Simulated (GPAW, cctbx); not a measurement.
# What do these deviations say about the bonding?

TiCd3O, Pm-3m (no. 221), a = 4.6036 Å, b = 4.6036 Å, c = 4.6036 Å, α = 90.00°, β = 90.00°, γ = 90.00°.

| atom | mult. | x | y | z |
| --- | --- | --- | --- | --- |
| Cd1 | 3 | 1/2 | 0 | 1/2 |
| Ti1 | 1 | 0 | 0 | 0 |
| O1 | 1 | 1/2 | 1/2 | 1/2 |

The start was made by putting kin elements into a known structure type; the compound need not exist, or be stable, in this form.

Absolute values of the static structure factors of the conventional cell from DFT (PBE, GPAW) against free spherical atoms, in electrons:

| hkl | d (Å) | free atoms | crystal |
| --- | --- | --- | --- |
| 010 | 4.604 | 32.34 | 32.35 |
| 011 | 3.255 | 17.85 | 17.54 |
| 111 | 2.658 | 129.39 | 128.76 |
| 020 | 2.302 | 134.34 | 134.50 |
| 021 | 2.059 | 26.52 | 26.67 |
| 121 | 1.879 | 16.41 | 16.32 |
| 022 | 1.628 | 115.46 | 115.68 |
| 122 | 1.534 | 23.11 | 23.17 |
| 030 | 1.534 | 23.11 | 23.17 |
| 031 | 1.456 | 15.35 | 15.37 |

**Question.** Which way does charge move, and which reflections show it best?

Project each element's phase sum on the total phase. |F| rises if density moves to atoms that scatter in phase and falls if it moves to atoms that scatter against it; the rule is for low angles, since changes of shape take over beyond. Where all elements are in phase the terms compete, and the compactness of the donor's and the acceptor's density matters too.

| hkl | Cd in phase | Ti in phase | O in phase | change (e) | (%) |
| --- | --- | --- | --- | --- | --- |
| 010 | +1.0 | -1.0 | +1.0 | +0.01 | 0.0 |
| 011 | +1.0 | -1.0 | -1.0 | -0.30 | -1.7 |
| 111 | +3.0 | +1.0 | -1.0 | -0.63 | -0.5 |
| 020 | +3.0 | +1.0 | +1.0 | +0.16 | +0.1 |
| 021 | +1.0 | -1.0 | +1.0 | +0.15 | +0.6 |
| 121 | +1.0 | -1.0 | -1.0 | -0.09 | -0.6 |
| 022 | +3.0 | +1.0 | +1.0 | +0.22 | +0.2 |
| 122 | +1.0 | -1.0 | +1.0 | +0.06 | +0.3 |

Low-angle reflections that set elements apart and change by more than 0.05 e: 011, 111, 021 and 121 (010 hardly moves and tells little). The signs fit a gain of density on Ti and O and a loss on Cd. The best witness is 011, -1.7 %, where O enters with -1.0. The real-space density agrees: Voronoi charges Cd +0.18, Ti -0.15, O -0.39 e. The shortest bond, Cd–O, has Δρ = -0.01 e/Å³ at its midpoint. Limits: no Hubbard U on Ti.
